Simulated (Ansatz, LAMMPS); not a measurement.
# A frame of liquid K2CO3 from 1190 K (180 atoms): geometry optimisation

Aim: bring a frame of liquid K2CO3 from 1190 K (180 atoms) to a nearby minimum of the energy and see what moves.

Main program and level: Ansatz 0.2.0; Kohn-Sham DFT, PBE, PAW (set soft_2), plane waves.

## 1. Set-up

The cell holds 180 atoms: 30 C, 90 O and 60 K. Cell: a = 15.360 Å, b = 15.360 Å, c = 15.360 Å, α = 90.0°, β = 90.0°, γ = 90.0°. 60 K+, 30 CO3 2- placed at random, at 1.9 g/cm³; overlaps pushed apart, then 10 ps at 1590 K with harmonic planar carbonate ions with charges +1 on C and -1 on O; Joung-Cheatham ions (J. Phys. Chem. B 112, 9020 (2008)); charges of ions scaled by 0.8. Snapshot after 20 ps at 1190 K and fixed volume. The starting density is a measured one.

Limits known from the start: The starting topology of bonds comes from the classical model. The Brillouin zone is sampled at Γ only, in a cell whose shortest periodic width is 15 Å.

## 2. Single point at the start

The forces at the start show how far the geometry lies from a minimum of this functional.

File input.yaml:

```yaml
crystal:
  lattice:
    - [15.35959, 0.0, 0.0]
    - [0.0, 15.35959, 0.0]
    - [0.0, 0.0, 15.35959]
  atoms:
    - { symbol: C, position: [0.0363, 0.11596, 0.22584] }
    - { symbol: O, position: [0.04513, 0.06152, 0.29022] }
    - { symbol: O, position: [0.08109, 0.18252, 0.22399] }
    - { symbol: O, position: [0.97462, 0.11086, 0.17786] }
    [... 170 atom lines left out ...]
    - { symbol: K, position: [0.6005, 0.60672, 0.16822] }
    - { symbol: K, position: [0.8848, 0.35183, 0.71404] }
    - { symbol: K, position: [0.96642, 0.68348, 0.24949] }
    - { symbol: K, position: [0.6229, 0.01318, 0.69553] }
    - { symbol: K, position: [0.24036, 0.81389, 0.88732] }
    - { symbol: K, position: [0.63041, 0.05183, 0.21492] }
kpoints:
  mp_grid: { grid: [1, 1, 1] }
hamiltonian:
  xc: pbe
scf:
  occupations: { method: fixed }
output:
  forces: true
  stress: true
  populations: true
  dos:
    method: { smearing: { sigma: 0.15 } }
    de: 0.1
    projected: { site_lists: { C: [C], K: [K], O: [O] } }
  eigenvalues: true
```

The run is started by

```sh
$ ansatz run input.yaml --threads 8 --pin off --max-ram 15872MiB --backend cpu --events-out ev --progress --plain --runs-dir out
```

Elapsed: 1.7 min, on 8 threads of Arm Neoverse V1, shared host; peak memory 6.3 GiB; 13 min of CPU time.

The run gave:

```
free energy                                      : -150910.0958 eV
free energy per atom                             : -838.3894 eV/atom
SCF cycles                                       : 11
pressure                                         : 4.676 GPa
r.m.s. force component                           : 2.507 eV/Å
longest force                                    : 13.17 eV/Å
Fermi energy                                     : 3.773 eV
gap (highest filled to lowest empty level) : 1.225 eV
spilling of the projection                       : 0.008632
```

The r.m.s. force component of 2.5 eV/Å and the pressure of 4.7 GPa set the starting point.

Length of the force by element:

| element | coordination | atoms | mean length of the force (eV/Å) | spread | least | most |
| --- | --- | --- | --- | --- | --- | --- |
| C | all | 30 | 5.54 | 2.67 | 1.59 | 11.3 |
| K | all | 60 | 0.670 | 0.304 | 0.215 | 1.73 |
| O | all | 90 | 4.14 | 2.76 | 0.506 | 13.2 |

## 3. Cell and atoms relaxed

The cell is relaxed with the atoms, since the starting lattice needn't suit this functional.

input.yaml, the sections that differ from step 2:

```yaml
output:
  forces: true
relax:
  f_tol: 0.03
  max_steps: 200
  cell: {}
# crystal, kpoints, hamiltonian, scf: as in step 2
```

Wall time 74 min (8 threads); peak memory 5.8 GiB.

The walk was cut short by its limit. What follows describes the steps that were made.

Relaxation path (22 of 100):

| step | energy less that of the first step (eV) | largest force component (eV/Å) | pressure (GPa) | volume (Å³) |
| --- | --- | --- | --- | --- |
| 1 | 0.0000 | 11.6776 | 4.68 | 3623.59 |
| 6 | -35.0289 | 2.2879 | -0.38 | 3425.69 |
| 10 | -39.4312 | 1.1029 | -0.38 | 3423.17 |
| 15 | -41.6603 | 0.5062 | -0.03 | 3395.23 |
| 20 | -42.7423 | 0.2349 | -0.02 | 3403.93 |
| 25 | -43.1842 | 0.1471 | -0.01 | 3422.73 |
| 29 | -43.3350 | 0.2107 | -0.02 | 3427.55 |
| 34 | -43.4524 | 0.2502 | -0.07 | 3430.81 |
| 39 | -43.6346 | 0.7723 | -0.17 | 3424.00 |
| 43 | -43.7639 | 0.0906 | -0.01 | 3416.17 |
| 48 | -43.9246 | 0.2581 | -0.05 | 3398.23 |
| 53 | -44.1476 | 0.1359 | 0.00 | 3393.26 |
| 58 | -44.3398 | 0.1420 | -0.01 | 3397.26 |
| 62 | -44.4291 | 0.8933 | -0.07 | 3404.77 |
| 67 | -44.4973 | 0.1303 | 0.00 | 3410.90 |
| 72 | -44.5213 | 0.0594 | -0.01 | 3410.96 |
| 76 | -44.5244 | 0.0734 | 0.00 | 3415.03 |
| 81 | -44.5330 | 0.0893 | 0.00 | 3421.01 |
| 86 | -44.5400 | 0.0456 | 0.00 | 3424.90 |
| 91 | -44.5450 | 0.0346 | 0.00 | 3426.07 |
| 95 | -44.4446 | 0.0306 | -0.03 | 3417.45 |
| 100 | -44.4994 | 0.1510 | -0.01 | 3401.66 |

Relaxation steps 28, 31, 39, 45, 62, 100 were tried and not accepted.

| cell as run | before | after | change |
| --- | --- | --- | --- |
| a (Å) | 15.360 | 15.454 | +0.6 % |
| b (Å) | 15.360 | 14.592 | -5.0 % |
| c (Å) | 15.360 | 15.190 | -1.1 % |
| α (°) | 90.00 | 84.52 | -6.1 % |
| β (°) | 90.00 | 90.82 | +0.9 % |
| γ (°) | 90.00 | 86.82 | -3.5 % |
| volume (Å³/atom) | 20.13 | 18.91 | -6.1 % |

The atoms that moved most (Å, as changes of fractional coordinates times the final cell):

| atom | dx | dy | dz | length |
| --- | --- | --- | --- | --- |
| K145 | -3.004 | -0.226 | -0.343 | 3.031 |
| O36 | -0.826 | 2.133 | 0.511 | 2.344 |
| K131 | 1.940 | 0.765 | 1.032 | 2.327 |
| K151 | -0.492 | 1.927 | 1.115 | 2.280 |
| O56 | 1.103 | -1.548 | 1.091 | 2.191 |
| K172 | 1.654 | 0.841 | 0.947 | 2.083 |
| O35 | 1.591 | 1.126 | -0.530 | 2.020 |
| O87 | -0.520 | 0.714 | -1.799 | 2.004 |

The relaxation changed the energy by -247 meV/atom, and atoms moved by 1.1 Å r.m.s., 3.0 Å at most.

## 4. Distances and neighbours after relaxation

Bonds before and after, by the cutoffs listed below:

| pair | bonds before | bonds after | mean before (Å) | mean after (Å) | spread before (Å) | spread after (Å) |
| --- | --- | --- | --- | --- | --- | --- |
| O-K | 279 | 345 | 2.847 | 2.804 | 0.216 | 0.133 |
| O-C | 90 | 90 | 1.269 | 1.303 | 0.054 | 0.005 |

Density 2.02 g/cm³, 18.91 Å³ an atom.

g(r), total and by pair (bins of 0.2 Å):

| r (Å) | total | O-O | O-K | O-C | K-K | K-C | C-C |
| --- | --- | --- | --- | --- | --- | --- | --- |
| 1.20 | 1.28 | 0.00 | 0.00 | 7.70 | 0.00 | 0.00 | 0.00 |
| 1.40 | 3.10 | 0.00 | 0.00 | 18.55 | 0.00 | 0.00 | 0.00 |
| 1.60 | 0.00 | 0.00 | 0.00 | 0.00 | 0.00 | 0.00 | 0.00 |
| 1.80 | 0.00 | 0.00 | 0.00 | 0.00 | 0.00 | 0.00 | 0.00 |
| 2.00 | 0.00 | 0.00 | 0.00 | 0.00 | 0.00 | 0.00 | 0.00 |
| 2.20 | 1.46 | 5.85 | 0.00 | 0.00 | 0.00 | 0.00 | 0.00 |
| 2.40 | 0.00 | 0.00 | 0.00 | 0.00 | 0.00 | 0.00 | 0.00 |
| 2.60 | 0.97 | 0.00 | 2.93 | 0.00 | 0.00 | 0.00 | 0.00 |
| 2.80 | 2.08 | 0.00 | 6.25 | 0.00 | 0.00 | 0.00 | 0.00 |
| 3.00 | 0.97 | 0.00 | 1.55 | 0.00 | 0.00 | 4.09 | 0.00 |
| 3.20 | 0.63 | 0.07 | 0.35 | 0.00 | 0.14 | 4.29 | 0.00 |
| 3.40 | 0.53 | 0.34 | 0.33 | 0.26 | 0.57 | 2.02 | 0.00 |
| 3.60 | 0.79 | 0.52 | 0.41 | 0.23 | 2.12 | 2.25 | 0.00 |
| 3.80 | 1.07 | 1.57 | 0.61 | 0.38 | 2.34 | 1.40 | 0.00 |
| 4.00 | 1.02 | 1.36 | 0.64 | 0.57 | 1.75 | 1.42 | 0.76 |
| 4.20 | 1.09 | 1.19 | 1.17 | 0.93 | 1.71 | 0.48 | 0.18 |
| 4.40 | 1.09 | 1.00 | 1.29 | 1.27 | 1.36 | 0.16 | 1.08 |
| 4.60 | 1.08 | 1.12 | 1.23 | 1.38 | 0.89 | 0.35 | 0.86 |
| 4.80 | 1.10 | 1.10 | 0.85 | 2.09 | 1.04 | 0.39 | 1.31 |
| 5.00 | 0.97 | 1.07 | 0.75 | 1.69 | 0.78 | 0.21 | 2.06 |
| 5.20 | 0.91 | 1.21 | 0.54 | 1.51 | 0.75 | 0.36 | 1.77 |
| 5.40 | 0.94 | 1.04 | 0.73 | 1.41 | 0.82 | 0.52 | 1.78 |
| 5.60 | 1.04 | 1.18 | 0.93 | 1.10 | 0.96 | 0.79 | 2.09 |
| 5.80 | 1.00 | 1.22 | 0.88 | 1.00 | 0.79 | 0.80 | 2.15 |
| 6.00 | 1.08 | 1.12 | 1.17 | 1.02 | 0.88 | 0.98 | 1.34 |
| 6.20 | 1.14 | 1.25 | 1.18 | 0.97 | 0.80 | 1.43 | 1.02 |
| 6.40 | 1.03 | 0.91 | 1.14 | 0.94 | 0.92 | 1.21 | 1.10 |
| 6.60 | 1.05 | 0.76 | 1.07 | 1.06 | 1.25 | 1.42 | 1.11 |

Bonds by pair of elements; cutoffs follow the first minimum of g(r), held within bounds set by covalent radii, and pairs that aren't listed don't count as bonded:

| pair A-B | cutoff (Å) | bonds | mean length (Å) | spread (Å) | shortest (Å) | B about A | A about B |
| --- | --- | --- | --- | --- | --- | --- | --- |
| O-K | 3.27 | 345 | 2.80 | 0.133 | 2.52 | 3.83 | 5.75 |
| O-C | 1.73 | 90 | 1.30 | 0.005 | 1.29 | 1 | 3 |

How many atoms have how many bonded neighbours:

| element | mean | 3 | 4 | 5 | 6 | 7 |
| --- | --- | --- | --- | --- | --- | --- |
| C | 3 | 30 | 0 | 0 | 0 | 0 |
| K | 5.75 | 0 | 1 | 19 | 34 | 6 |
| O | 4.83 | 0 | 26 | 53 | 11 | 0 |

Bond angles, per cent of each kind in bins of 5°:

| angle (°) | O-K-O | K-O-K | C-O-K | O-C-O |
| --- | --- | --- | --- | --- |
| 40–45 | 2.3 | 0.0 | 0.0 | 0.0 |
| 45–50 | 10.3 | 0.0 | 0.0 | 0.0 |
| 50–55 | 0.0 | 0.0 | 0.0 | 0.0 |
| 55–60 | 0.0 | 0.0 | 0.0 | 0.0 |
| 60–65 | 0.1 | 0.0 | 0.0 | 0.0 |
| 65–70 | 0.5 | 0.6 | 0.9 | 0.0 |
| 70–75 | 0.8 | 2.4 | 0.6 | 0.0 |
| 75–80 | 4.5 | 9.7 | 2.0 | 0.0 |
| 80–85 | 6.6 | 15.0 | 10.4 | 0.0 |
| 85–90 | 10.2 | 11.7 | 14.5 | 0.0 |
| 90–95 | 9.5 | 12.1 | 18.6 | 0.0 |
| 95–100 | 6.7 | 5.9 | 12.5 | 0.0 |
| 100–105 | 6.5 | 6.1 | 4.9 | 0.0 |
| 105–110 | 5.8 | 4.5 | 3.8 | 0.0 |
| 110–115 | 5.2 | 4.0 | 4.1 | 0.0 |
| 115–120 | 4.2 | 3.4 | 2.6 | 53.3 |
| 120–125 | 3.9 | 2.2 | 2.9 | 46.7 |
| 125–130 | 4.2 | 2.4 | 3.8 | 0.0 |
| 130–135 | 4.7 | 1.8 | 2.9 | 0.0 |
| 135–140 | 3.2 | 1.6 | 0.9 | 0.0 |
| 140–145 | 2.3 | 1.8 | 0.9 | 0.0 |
| 145–150 | 2.2 | 2.0 | 2.3 | 0.0 |
| 150–155 | 1.6 | 2.6 | 2.6 | 0.0 |
| 155–160 | 2.2 | 2.4 | 1.7 | 0.0 |
| 160–165 | 0.8 | 2.4 | 3.5 | 0.0 |
| 165–170 | 1.1 | 3.4 | 1.7 | 0.0 |
| 170–175 | 0.4 | 1.6 | 1.7 | 0.0 |
| 175–180 | 0.4 | 0.8 | 0.3 | 0.0 |

Bond angles (no mean is given where the spread exceeds 20°):

| angle | count | mean (°) | spread (°) |
| --- | --- | --- | --- |
| O-K-O | 832 | - | - |
| K-O-K | 506 | - | - |
| C-O-K | 345 | - | - |
| O-C-O | 90 | 120 | 0.7 |

Bond length by coordination (bonds to H left out):

| element | coordination | atoms | mean bond length (Å) |
| --- | --- | --- | --- |
| K | 4 | 1 | 2.77 |
| K | 5 | 19 | 2.76 |
| K | 6 | 34 | 2.82 |
| K | 7 | 6 | 2.85 |
| O | 4 | 26 | 2.38 |
| O | 5 | 53 | 2.52 |
| O | 6 | 11 | 2.59 |

For some of the pairs, g(r) has its first main peak near 2.3 Å (O-O), 2.8 Å (O-K), 1.3 Å (O-C), 3.7 Å (K-K) and 3.1 Å (K-C). With the cutoffs above, all C atoms have 3, 57 % of K atoms have 6 and 59 % of O atoms have 5 bonded neighbours.

## 5. Outcome

| Property | Result |
| --- | --- |
| energy change in the relaxation | -247.2 meV/atom |
| r.m.s. displacement | 1.106 Å |
| largest displacement | 3.031 Å |
| wall time of the 2 DFT runs | 75 min |

Relaxation lowers the energy by 247 meV/atom and moves atoms by 1.1 Å r.m.s. Displacements are taken in the final cell, so they leave out its strain. By the final cutoffs 74 of 369 bonded pairs parted and 140 joined. The relaxation stopped at its limit, so this isn't yet a minimum. The cell shrank by 6.1 % in volume. From the first step to the last the energy fell by 44.499 eV, and the largest move was 3.03 Å (K145). The relaxation was not finished: the largest force component stood at 0.15 eV/Å. The O-K bonds change most in mean length: from 2.847 Å (spread 0.216) to 2.804 Å (spread 0.133), and their number from 279 to 345. With the cutoffs above, all C atoms have 3, 57 % of K atoms have 6 and 59 % of O atoms have 5 bonded neighbours.

Caveats: The force components of 2.5 eV/Å r.m.s. reflect the temperature of the frame as well as the gap between the generating potential and DFT. The starting topology of bonds comes from the classical model; in DFT 74 of its 369 bonded pairs passed out of the cutoffs and 140 came within them. The pressure of 4.7 GPa is that of one thermal frame at a volume set beforehand, without the kinetic term.

[Logs are printed without paths, hosts, clocks, repeated set-up lines and the standing remarks that a program may print on its own settings, such as how far it seeks lower states.]

[Hosts, paths, dates, database ids (printed as entryN), source tags and the programs' standing remarks are cut or masked in the printed files.]
